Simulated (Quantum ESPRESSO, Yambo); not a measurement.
# Quasiparticle gap of SrTiO3 (Tausonite) in Yambo, part 3 of 3

Wanted: ground state, empty states, screening and self-energy for SrTiO3 (Tausonite).

Quantum ESPRESSO 7.5 and Yambo 5.3.0; PBE and many-body steps on it, plane waves. Known limits of the many-body steps: not at the basis limit; no spin-orbit coupling; coarse k mesh.

So far. Step 3 (Bands along the symmetry lines): The gap is 1.908 eV, as in the run before at this level. Step 4 (Empty states on the mesh, 4×4×4 mesh, 268 bands): On this mesh the gap is 1.908 eV.

## 6. Screening and self-energy, 4×4×4 mesh, 268 bands, screening to 210.9 eV

G0W0 replaces the xc potential by the self-energy, built once from these orbitals. Only a window of levels is corrected, while the sums run over the empty bands that the input names.

This step: G0W0 on PBE, plane waves, norm-conserving pseudopotentials.

Input file gw1.in:

```
HF_and_locXC
gw0
dyson
ppa
em1d
rim_cut
RandQpts= 1000000
RandGvec= 1 RL
EXXRLvcs= 76 Ry
VXCRLvcs= 304 Ry
Chimod= "HARTREE"
% BndsRnXp
 1 | 268 |
%
NGsBlkXp= 15.5 Ry
% LongDrXp
 1 | 1 | 1 |
%
% GbndRnge
 1 | 268 |
%
DysSolver= "n"
ExtendOut
PPAPntXp= 27.21138 eV
% QPkrange
 10 | 10 | 19 | 22 |
 1 | 1 | 19 | 22 |
%
```

Launch:

```
$ OMP_NUM_THREADS=1 mpirun -n 4 yambo -F gw1.in -J gw1 -C gw1 > gw1.log
```

The program printed:

```text
 Yambo, version 5.3.0

 [02] CORE Variables Setup
 =========================

  [... cell, symmetries and grids as in the set-up ...]

  [02.05] Energies & Occupations
  ==============================

  [X] === General ===
  [X] Electronic Temperature                        :  0.000000  0.000000 [eV K]
  [X] Bosonic    Temperature                        :  0.000000  0.000000 [eV K]
  [X] Finite Temperature mode                       : no
  [X] El. density                                   :  0.67159E+24 [cm-3]
  [X] Fermi Level                                   :  10.04689 [eV]

  [X] === Gaps and Widths ===
  [X] Conduction Band Min                           :  1.907663 [eV]
  [X] Valence Band Max                              :  0.000000 [eV]
  [X] Filled Bands                                  :  20
  [X] Empty Bands                                   :   21  268
  [X] Direct Gap                                    :  2.262791 [eV]
  [X] Direct Gap localized at k                     :  1
  [X] Indirect Gap                                  :  1.907663 [eV]
  [X] Indirect Gap between kpts                     :  10   1
  [X] Last valence band width                       :  0.731989 [eV]
  [X] 1st conduction band width                     :  2.609048 [eV]

 [03] Transferred momenta grid and indexing
 ==========================================

 IBZ Q-points                                      :  10
 BZ  Q-points                                      :   64

 K/Q-points units:
 rlu = crystal or reduced units; cc = cartesian coordinates; iku = interal k-units

 Q [ 1]         [rlu]:  0.000000  0.000000  0.000000
 Q [ 2]         [rlu]:  0.000000  0.000000  0.250000
 Q [ 3]         [rlu]:  0.000000  0.000000 -0.500000
 Q [ 4]         [rlu]:  0.000000  0.250000  0.250000
 Q [ 5]         [rlu]:  0.000000  0.250000 -0.500000
 Q [ 6]         [rlu]:  0.000000 -0.500000 -0.500000
 Q [ 7]         [rlu]:  0.250000  0.250000  0.250000
 Q [ 8]         [rlu]:  0.250000  0.250000 -0.500000
 Q [ 9]         [rlu]:  0.250000 -0.500000 -0.500000
 Q [10]         [rlu]: -0.500000 -0.500000 -0.500000

 [04] Coloumb potential Random Integration (RIM)
 ===============================================

  [04.01] RIM initialization
  ==========================

  * Diagonal components only detected *

  8 x (sBL volume)        :  0.077143 [a.u.]
  sBZ random points       :  1000000
  Points outside the sBZ  :   7992674
  RL volume               :  0.617144 [a.u.]
  Integrated volume       :  0.617710 [a.u.]

  [04.02] RIM integrals
  =====================

  Gamma point sphere radius             :  0.077218 [a.u.]
  Points outside the sphere             :   799758
  [Int_sBZ(q=0) 1/q^2]*(Vol_sBZ)^(-1/3) =:  7.677921
                                 should be <:  7.795600

  Summary of Coulomb integrals for non-metallic bands |Q|[au] RIM/Bare

  Q [1] 0.100000E-4 0.984904 * Q [2] 0.212848 1.050352
  Q [4] 0.301012 1.048056 * Q [7] 0.368663 1.034451
  Q [3] 0.425695 1.019613 * Q [5] 0.475942 1.017752
  Q [8] 0.521368 1.015471 * Q [6] 0.602024 1.012155
  Q [9] 0.638543 1.010963 * Q [10] 0.737326 1.008585

 [05] Dipoles
 ============

  [05.01] Setup: observables and procedures
  =========================================

  [WARNING] [x,Vnl] slows the Dipoles computation. To neglect it rename the ns.kb_pp file

 [06] Dynamic Dielectric Matrix (PPA)
 ====================================

 [WR./gw1//ndb.pp]---------------------------------------------------------------
  Brillouin Zone Q/K grids (IBZ/BZ)                :   10   64   10   64
  RL vectors                                       :   5743 [WF]
  Coulomb cutoff potential                         : none
  Electronic Temperature                           :  0.000000 [K]
  Bosonic    Temperature                           :  0.000000 [K]
  PPA    diel. fun.  energies                      : Perdew, Burke & Ernzerhof(X)+Perdew, Burke & Ernzerhof(C)
  wavefunctions                                    : Perdew, Burke & Ernzerhof(X)+Perdew, Burke & Ernzerhof(C)
  Global Gauge                                     : length
  X matrix size                                    :   485
  X band range                                     :    1  268
  X e/h energy range                               : -1.000000 -1.000000 [eV]
  X Time ordering                                  : R
  X Hxc Kernel                                     : HARTREE
  X Drude frequency                                :  0.000000  0.000000
  X poles                                          :  100.0000 [o/o]
  RL vectors in the sum                            :   5743
  [r,Vnl] included                                 : yes
  Field direction                                  :  0.577350E-5  0.577350E-5  0.577350E-5
  BZ energy Double Grid                            : no
  BZ energy DbGd points                            : 0
  BZ Q point size factor                           : -1.000000
  X Optical Averaged directions                    : none

 [07] Local Exchange-Correlation + Non-Local Fock
 ================================================

 [VXC] Plane waves :   36041
 [EXS] Plane waves :   4553

 QP @ state[ 1 ] K range:  1  1
 QP @ state[ 1 ] b range:  19  22
 QP @ state[ 2 ] K range:  10  10
 QP @ state[ 2 ] b range:  19  22

 [xc] Functional : Perdew, Burke & Ernzerhof(X)+Perdew, Burke & Ernzerhof(C)
 [xc] LIBXC used to calculate xc functional
  PP Number of Atomic Species                      :  3
  NLCC RL compoments                               :   36041
  PP Number of Atomic Species                      :  3
  NLCC RL compoments                               :   36041

 [xc] E_xc :  -22.32465 [Ha]
      E_xc :  -44.64930 [Ry]

  Local XC kind (lXC) : Perdew, Burke & Ernzerhof(X)+Perdew, Burke & Ernzerhof(C)
  Non-Local XC kind (nlXC) : Hartree-Fock

  Corrections @ K [1] :  [eV]
 <19|nlXC|19> = -25.25795 -0.85791E-17 <19|lXC|19> = -20.54184  0.75527E-15
 <20|nlXC|20> = -25.25797 -0.11374E-16 <20|lXC|20> = -20.54184  0.47204E-16
 <21|nlXC|21> = -11.48488 -0.55359E-17 <21|lXC|21> = -18.88296  0.56645E-15
 <22|nlXC|22> = -11.48490 -0.22424E-17 <22|lXC|22> = -18.88296  0.000000

  Corrections @ K [10] :  [eV]
 <19|nlXC|19> = -25.09237 -0.91869E-17 <19|lXC|19> = -20.19479  0.000000
 <20|nlXC|20> = -25.09238  0.89287E-17 <20|lXC|20> = -20.19479  0.47204E-16
 <21|nlXC|21> = -12.96587  0.54537E-18 <21|lXC|21> = -21.98334 -0.94408E-16
 <22|nlXC|22> = -12.96584 -0.12935E-17 <22|lXC|22> = -21.98334 -0.94408E-16

  [07.01] Hartree-Fock occupations report
  =======================================

  [Hartree-Fock] === General ===
  [Hartree-Fock] Electronic Temperature             :  0.000000  0.000000 [eV K]
  [Hartree-Fock] Bosonic    Temperature             :  0.000000  0.000000 [eV K]
  [Hartree-Fock] Finite Temperature mode            : no
  [Hartree-Fock] El. density                        :  0.67159E+24 [cm-3]
  [Hartree-Fock] Fermi Level                        :  10.04689 [eV]

  [Hartree-Fock] === Gaps and Widths ===
  [Hartree-Fock] Conduction Band Min                :  1.989030 [eV]
  [Hartree-Fock] Valence Band Max                   : -0.043408 [eV]
  [Hartree-Fock] Filled Bands                       :  20
  [Hartree-Fock] Empty Bands                        :   21  268
  [Hartree-Fock] Direct Gap                         :  2.584165 [eV]
  [Hartree-Fock] Direct Gap localized at k          :  2
  [Hartree-Fock] Indirect Gap                       :  2.032438 [eV]
  [Hartree-Fock] Indirect Gap between kpts          :   9   2
  [Hartree-Fock] Last valence band width            :  5.027850 [eV]
  [Hartree-Fock] 1st conduction band width          :  11.54515 [eV]

 [08] Dyson equation: Newton solver
 ==================================

  [08.01] G0W0 (W PPA)
  ====================

  [  GW  ] Bands range     :    1  268
  [GW/PPA] G damping       :  0.100000 [eV]

  QP @ state[ 1 ] K range:  1  1
  QP @ state[ 1 ] b range:  19  22
  QP @ state[ 2 ] K range:  10  10
  QP @ state[ 2 ] b range:  19  22

   Sc/G bands                                       :    1  268
   Sc/G damping                                     :  0.100000 ev
   Sc bands terminator                              : no
   Sx RL components                                 :   4553

   QP @ state[ 1 ] K range                          :  1  1
   QP @ state[ 1 ] b range                          :  19  22
   QP @ state[ 2 ] K range                          :  10  10
   QP @ state[ 2 ] b range                          :  19  22
   GF energies kind                                 : Perdew, Burke & Ernzerhof(X)+Perdew, Burke & Ernzerhof(C)
   GF WF`s kind                                     : Perdew, Burke & Ernzerhof(X)+Perdew, Burke & Ernzerhof(C)
   Xs energies kind                                 : Perdew, Burke & Ernzerhof(X)+Perdew, Burke & Ernzerhof(C)
   Xs WF`s kind                                     : Perdew, Burke & Ernzerhof(X)+Perdew, Burke & Ernzerhof(C)

 [11] Game Over & Game summary
```

Elapsed: 12 min, on 4 MPI ranks of Arm Neoverse V1, shared host; peak memory 2.3 GiB; 50 min of CPU time.

This step gave:

* G0W0 gap on the points computed: 3.462 eV
* starting gap on the mesh: 1.908 eV
* k of the valence top: -0.5, -0.5, -0.5
* k of the conduction bottom: 0, 0, 0
* least direct G0W0 gap on the computed points: 3.835 eV
* Z at the valence top: 0.7622
* Z at the conduction bottom: 0.7756

The gap on the mesh goes from 1.91 eV to 3.46 eV, a correction of +1.55 eV.

Limits: finite bands, cutoff and mesh; no spin-orbit coupling; coarse k mesh. v1 is the top filled band, c1 the lowest empty one. Levels before and after the correction, in eV, zero at the valence-band top of each column:

|  | conduction bottom | valence top |
| --- | --- | --- |
| Kohn-Sham | 1.91 | 0.00 |
| G0W0 | 3.46 | 0.00 |

|  | level | energy (eV) |
| --- | --- | --- |
| Kohn-Sham | Γ v2-v1 | -0.355 |
| Kohn-Sham | Γ c1-c2 | 1.908 |
| Kohn-Sham | (-0.5 -0.5 -0.5) v2-v1 | 0.000 |
| Kohn-Sham | (-0.5 -0.5 -0.5) c1-c2 | 4.517 |
| G0W0 | Γ v2-v1 | -0.373 |
| G0W0 | Γ c1-c2 | 3.462 |
| G0W0 | (-0.5 -0.5 -0.5) v2-v1 | 0.000 |
| G0W0 | (-0.5 -0.5 -0.5) c1-c2 | 6.319 |

## 7. Where the time went

Times are wall times on the hardware named with each run, good to a factor of about two.

| step | time | share | memory (GiB) |
| --- | --- | --- | --- |
| ground state | 15 s | 2 % | 0.32 |
| bands along the symmetry lines | 10 s | 1 % | 0.26 |
| empty states on the mesh | 44 s | 5 % | 0.65 |
| conversion and set-up | 3.3 s | 0 % | 0.25 |
| screening and self-energy | 12 min | 91 % | 2.3 |

## 8. Results

```yaml
pbe_gap: 1.91 eV, indirect
g0w0_gap_on_the_mesh: 3.46 eV
gw_settings: 4×4×4 mesh, 268 bands, screening to 210.9 eV, Godby-Needs plasmon pole
known_limits: not at the basis limit; no spin-orbit coupling; coarse k mesh
```

What this shows: G0W0 moves the gap on the mesh from 1.91 eV to 3.46 eV (+1.55 eV), with Z of 0.76 and 0.78 at the edges. Only 2 of the mesh's irreducible points were corrected, so a valley elsewhere could overtake. The dearest step here is «screening and self-energy». Against experiment, by G0W0@PBE: the direct gap of 3.83 eV lies +0.06 eV from the measured 3.77 eV (direct, 300 K, 2013). An exciton line or allowed optical edge lies below the quasiparticle gap by the binding energy; a forbidden edge can push the onset above it. The calculation has static nuclei and no excitons; a measured gap holds zero-point and thermal motion, which mostly lowers it. Bands and cutoff are finite, so the gap is not at the basis limit. The miss can reach some tenths of an eV and take either sign; the mesh is an error of its own. In the G0W0 run levels were corrected at 2 k points alone, so a gap called «on the mesh» is the least over those, and an edge elsewhere would be missed. The 4×4×4 mesh is coarse for this cell, which bears on the long-range parts of exchange and screening. This is the ideal cubic cell; many perovskites, halides above all, are cubic only on average, and local tilts or off-centring can widen the gap. The many-body steps are scalar-relativistic: spin-orbit coupling is not in them.

[Paths, hosts, dates, memory and timing lines, banners, echoed tables and standing remarks are left out of the program output.]

[Logs are printed without paths, hosts, clocks, repeated set-up lines and the standing remarks that a program may print on its own settings, such as how far it seeks lower states.]

[Runs of the session that timed out or met a known fault of the program may be left out.]

[Hosts, paths, dates, database ids (printed as entryN), source tags and the programs' standing remarks are cut or masked in the printed files.]
